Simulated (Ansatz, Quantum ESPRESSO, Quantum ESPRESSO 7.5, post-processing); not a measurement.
# vacuum gap of 4.0 Å between two Pt(100) faces: ballistic transmission

Aim: the zero-bias transmission with pwcond for this junction: vacuum gap of 4.0 Å between two Pt(100) faces.

Program: Quantum ESPRESSO 7.5. Level of theory: plane-wave DFT, PBE, GBRV ultrasoft pseudopotentials (cross-check by Ansatz 0.2.0 with PAW datasets). Results are calculated unless marked as measured.

Most raw output is cut from this account.

### 1. The structure

The cell holds 16 atoms: 16 Pt. Cell: a = 2.807 Å, b = 2.807 Å, c = 33.775 Å, α = 90.0°, β = 90.0°, γ = 90.0°. It derives from Pt. Regions: left lead, 8 atoms (8 Pt); right lead, 8 atoms (8 Pt). The structure is stacked along c, and the current runs across the ab planes.

### 2. Ground state

One periodic cell holds a stretch of lead, the junction and more lead; the atoms stay as built.

Input file scf.in:

```
&control
  prefix = 'scf'
  outdir = './out'
  pseudo_dir = './pseudo'
  calculation = 'scf'
  tprnfor = .true.
/
&system
  ibrav = 0
  nat = 16
  ntyp = 1
  ecutwfc = 40
  ecutrho = 200
  occupations = 'smearing'
  smearing = 'mv'
  degauss = 0.01
/
&electrons
  conv_thr = 1e-07
  mixing_beta = 0.25
  electron_maxstep = 120
  mixing_mode = 'local-TF'
/
ATOMIC_SPECIES
  Pt  195.0840  pt_pbe_v1.4.uspp.F.UPF
CELL_PARAMETERS angstrom
  2.80721392131059 0.00000000000000 0.00000000000000
  0.00000000000000 2.80721392131059 0.00000000000000
  0.00000000000000 0.00000000000000 33.77500000000000
ATOMIC_POSITIONS crystal
  Pt  0.000000000000 0.000000000000 0.000000000000
  Pt  0.500000000000 0.500000000000 0.058771280533
  Pt  0.000000000000 0.000000000000 0.117542561066
  Pt  0.500000000000 0.500000000000 0.176313841599
  Pt  0.000000000000 0.000000000000 0.235085122132
  Pt  0.500000000000 0.500000000000 0.293856402665
  Pt  0.000000000000 0.000000000000 0.352627683198
  Pt  0.500000000000 0.500000000000 0.411398963731
  Pt  0.000000000000 0.000000000000 0.529829755736
  Pt  0.500000000000 0.500000000000 0.588601036269
  Pt  0.000000000000 0.000000000000 0.647372316802
  Pt  0.500000000000 0.500000000000 0.706143597335
  Pt  0.000000000000 0.000000000000 0.764914877868
  Pt  0.500000000000 0.500000000000 0.823686158401
  Pt  0.000000000000 0.000000000000 0.882457438934
  Pt  0.500000000000 0.500000000000 0.941228719467
K_POINTS automatic
  8 8 1 0 0 0
```

Launch:

```
> OMP_NUM_THREADS=1 mpirun -n 4 pw.x -nk 4 -in scf.in > scf.out
```

It took 2.9 min on 4 MPI ranks of Arm Neoverse V2, shared host; peak memory 1.3 GiB; 11 min of CPU time.

Numbers from this step:

- free energy: -45864.5310 eV
- Fermi energy: 19.80 eV

The program's own clock; routines nest. Time by routine:

```csv
routine,wall time (s),calls
PWSCF,170.5,1
electrons,163.2,1
c_bands,141.5,15
cegterg,131.9,60
h_psi,72.66,170
fftw,48.33,49186
vloc_psi,43.38,170
calbec,22.62,246
sum_band,18.53,15
add_vuspsi,14.27,170
s_psi,14.26,170
h_psi:calbec,14.25,170
init_run,5.05,1
cdiaghg,4.75,166
```

The run needed 15 iterations to bring the estimated error under 1e-07 Ry; the largest force on any atom, held or free, is 0.32 eV/Å.

### 3. The open system

prefixt takes both regions from one run: the lead from 0 to bdl, the scattering region from bdl to bds (units of alat). ikind = 1 puts the same lead on both sides. The program's T_tot counts both spins in a run without spin; the tables below give T per spin.

Input file cond.in:

```
&inputcond
  outdir = './out'
  prefixt = 'scf'
  tran_file = 'cond.dat'
  bdl = 2.8284271247
  bds = 12.0315020325
  ikind = 1
  ewind = 4.0
  epsproj = 1e-05
  nz1 = 7
  energy0 = 0.4
  denergy = -0.4
/
15
  0.00000000 0.00000000 0.01562500
  0.00000000 0.12500000 0.06250000
  0.00000000 0.25000000 0.06250000
  0.00000000 0.37500000 0.06250000
  0.00000000 0.50000000 0.03125000
  0.12500000 0.12500000 0.06250000
  0.12500000 0.25000000 0.12500000
  0.12500000 0.37500000 0.12500000
  0.12500000 0.50000000 0.06250000
  0.25000000 0.25000000 0.06250000
  0.25000000 0.37500000 0.12500000
  0.25000000 0.50000000 0.06250000
  0.37500000 0.37500000 0.06250000
  0.37500000 0.50000000 0.06250000
  0.50000000 0.50000000 0.01562500
3
```

Launch:

```
> OMP_NUM_THREADS=1 mpirun -n 4 pwcond.x -in cond.in > cond.out
```

Elapsed: 58 s, on 4 MPI ranks; peak memory 0.26 GiB; 3.9 min of CPU time.

Read from the output:

```
lead channels at the Fermi level, one spin : 2.375
transmission at the Fermi level, one spin  : 0.2650
conductance                                : 0.2650 G₀
```

Per spin; mean over the k mesh across the current. The open channels, zone mean by energy, zero at the Fermi level:

```csv
energy (eV),"open channels, zone mean"
-0.400,2.75
0.000,2.38
0.400,1.08
```

Per spin; mean over the k mesh across the current. The transmission, zone mean by energy, zero at the Fermi level:

```csv
energy (eV),"transmission, zone mean"
-0.400,0.401
0.000,0.265
0.400,0.226
```

At 0.000 eV; k in fractions of b1, b2. Transmission by k point:

```csv
k1,k2,weight,t,channels
0,0,0.01562,0.7064,4
0,0.125,0.0625,0.8044,2
0,0.25,0.0625,0.4904,3
0,0.375,0.0625,0.3023,4
0,0.5,0.03125,0.001874,2
0.125,0.125,0.0625,0.6617,2
0.125,0.25,0.125,0.4805,2
0.125,0.375,0.125,0.09409,2
0.125,0.5,0.0625,0.03084,4
0.25,0.25,0.0625,0.3195,2
0.25,0.375,0.125,0.1081,2
0.25,0.5,0.0625,0.03933,4
0.375,0.375,0.0625,0.04084,2
0.375,0.5,0.0625,0,0
0.5,0.5,0.01562,0.03124,4
```

The program's own clock; routines nest. Time by routine:

```csv
routine,wall time (s),calls
PWCOND,57.47,1
scatter_forw,48.45,90
local,3.51,15
compbs,3.4,45
compbs_2,2.77,45
init,0.43,1
poten,0.04,1
```

The run is unpolarised; a magnetic state was not tried, may lie lower and would change T.

At no point does T exceed the number of channels.

### 4. Transmission with pwcond.x, with ewind = 1.0

How much does a setting matter? One run is repeated with a change.

cond.w.in is the input of step 3 with these lines changed:

```diff
@@ -3,3 +3,3 @@
   prefixt = 'scf'
-  tran_file = 'cond.dat'
+  tran_file = 'cond.w.dat'
   bdl = 2.8284271247
@@ -7,3 +7,3 @@
   ikind = 1
-  ewind = 4.0
+  ewind = 1.0
   epsproj = 1e-05
```

Launch:

```
> OMP_NUM_THREADS=1 mpirun -n 4 pwcond.x -in cond.w.in > cond.w.out
```

Elapsed: 39 s, on 4 MPI ranks; peak memory 0.25 GiB.

The changed values were drawn from a wide range, not chosen for quality; the comparison shows what they did here together.

Beside the run it was changed from:

```csv
quantity,this run,unchanged run,difference
"transmission at the Fermi level, one spin",0.2654,0.2650,4.1e-4
"lead channels at the Fermi level, one spin",2.375,2.375,0
wall time (s),39,58,
```

Over all energies T moves by up to 0.0023, at -0.4 eV.

The physical values in this table move by up to 0.15 %.

### 5. The same in Ansatz

A second code with its own PAW datasets, on the same atoms.

Level of this step: plane-wave DFT, PBE, Ansatz PAW (Ansatz 0.2.0).

Input file input.yaml:

```yaml
crystal:
  lattice:
    - [2.8072139213, 0.0, 0.0]
    - [0.0, 2.8072139213, 0.0]
    - [0.0, 0.0, 33.775]
  atoms:
    - { symbol: Pt, position: [0.0, 0.0, 0.0] }
    - { symbol: Pt, position: [0.5, 0.5, 0.0587712805] }
    - { symbol: Pt, position: [0.0, 0.0, 0.1175425611] }
    - { symbol: Pt, position: [0.5, 0.5, 0.1763138416] }
    - { symbol: Pt, position: [0.0, 0.0, 0.2350851221] }
    - { symbol: Pt, position: [0.5, 0.5, 0.2938564027] }
    - { symbol: Pt, position: [0.0, 0.0, 0.3526276832] }
    - { symbol: Pt, position: [0.5, 0.5, 0.4113989637] }
    - { symbol: Pt, position: [0.0, 0.0, 0.5298297557] }
    - { symbol: Pt, position: [0.5, 0.5, 0.5886010363] }
    - { symbol: Pt, position: [0.0, 0.0, 0.6473723168] }
    - { symbol: Pt, position: [0.5, 0.5, 0.7061435973] }
    - { symbol: Pt, position: [0.0, 0.0, 0.7649148779] }
    - { symbol: Pt, position: [0.5, 0.5, 0.8236861584] }
    - { symbol: Pt, position: [0.0, 0.0, 0.8824574389] }
    - { symbol: Pt, position: [0.5, 0.5, 0.9412287195] }
kpoints:
  mp_grid: { grid: [8, 8, 1] }
hamiltonian:
  xc: pbe
scf:
  occupations: { method: fermi_dirac, width: 0.1 }
  convergence: { dr2_threshold: 1.0e-08 }
output:
  transmission: { leads: [[0, 2]], e_range: [-0.4, 0.4], de: 0.4, kmesh: [8, 8] }
  write_potential: true
  write_density: true
  volumetric_format: npy
```

Launch:

```
> ansatz run input.yaml --threads 4 --pin off --max-ram 8192MiB --backend cpu --events-out ev --progress --plain --runs-dir out
```

Elapsed: 19 s, on 4 threads; peak memory 1.3 GiB; 67 s of CPU time.

Read from the output:

* free energy: -200366.9021 eV
* energy at zero smearing: -200366.4224 eV
* smearing term TS: 0.9594 eV
* Fermi energy: 20.57 eV
* symmetry operations: 16
* transmission at the Fermi level, one spin: 0.2658
* step of the lead's Hamiltonian over a period: 2.5 meV

Per spin; mean over the k mesh across the current. Transmission, zone mean against energy, zero at the Fermi level:

```csv
energy (eV),"transmission, zone mean"
-0.400,0.396
0.000,0.266
0.400,0.227
```

Per spin; mean over the k mesh across the current. The open channels, zone mean by energy, zero at the Fermi level:

```csv
energy (eV),"open channels, zone mean"
-0.400,2.75
0.000,2.38
0.400,1.08
```

Ansatz finds T = 0.266 against pwcond's 0.265.

### 6. All levels side by side

All levels:

```csv
step,T at the Fermi level (per spin),conductance (G0),r.m.s. T(E) from the first,CPU time of the step (s),peak memory (GiB)
Ansatz,0.2658,-,0,66.63,1.26
pwcond,0.265,0.265,0.00296,231.7,0.26
"pwcond, changed setting",0.2654,0.2654,0.001648,157.3,0.25
```

Per spin; mean over the k mesh across the current. Transmission, zone mean against energy, zero at the Fermi level:

```csv
energy (eV),Ansatz,pwcond,"pwcond, changed setting"
-0.400,0.396,0.401,0.399
0.000,0.266,0.265,0.265
0.400,0.227,0.226,0.226
```

### 7. A check by hand

The Landauer sum over the mesh, Σ w T = 0.1250 × 0.481 + 0.0625 × 0.804 + 0.0625 × 0.662 + … = 0.2650.

G = 0.265 × 77.48 µS = 20.5 µS a cell. Times the area of 7.880 Å², the resistance-area product is A/G = 3.84 fΩ m², the leads' contact resistance included.

### 8. What came out

```yaml
conductance_from_t_at_the_fermi_level_a_cell: 0.265 G₀
conductance_per_area: 261 S/μm²
lead_channels_per_spin: 2.38
the_same_conductance_by_ansatz: 0.266 G₀
```

**Reading.** The junction conducts 0.265 G₀ a cell at the Fermi level (PBE, GBRV ultrasoft). At the Fermi level the junction passes 11 % of what the leads offer. At the Fermi level pwcond and Ansatz differ by 0.28 %, a close match. The mean rests on 15 distinct points, the heaviest weighing 0.12, and the mesh was not tested, so even the second digit is unsure. Over -0.4 to 0.4 eV, T lies between 0.23 and 0.40 per spin. The geometry is as built, not relaxed, and the leads are short. Semilocal functionals lack the image potential in a vacuum gap. Spin-orbit coupling is left out; depending on the atoms that carry the levels of interest, it can split and shift them by tenths of an eV to an eV or more.

[Logs are printed without paths, hosts, clocks, repeated set-up lines and the standing remarks that a program may print on its own settings, such as how far it seeks lower states.]

[Hosts, paths, dates, database ids (printed as entryN), source tags and the programs' standing remarks are cut or masked in the printed files.]

[Maps of the electrostatic potential energy from Ansatz leave out the sawtooth potential of an applied field or a dipole correction, so their vacuum need not be flat; planar profiles and work functions include it.]
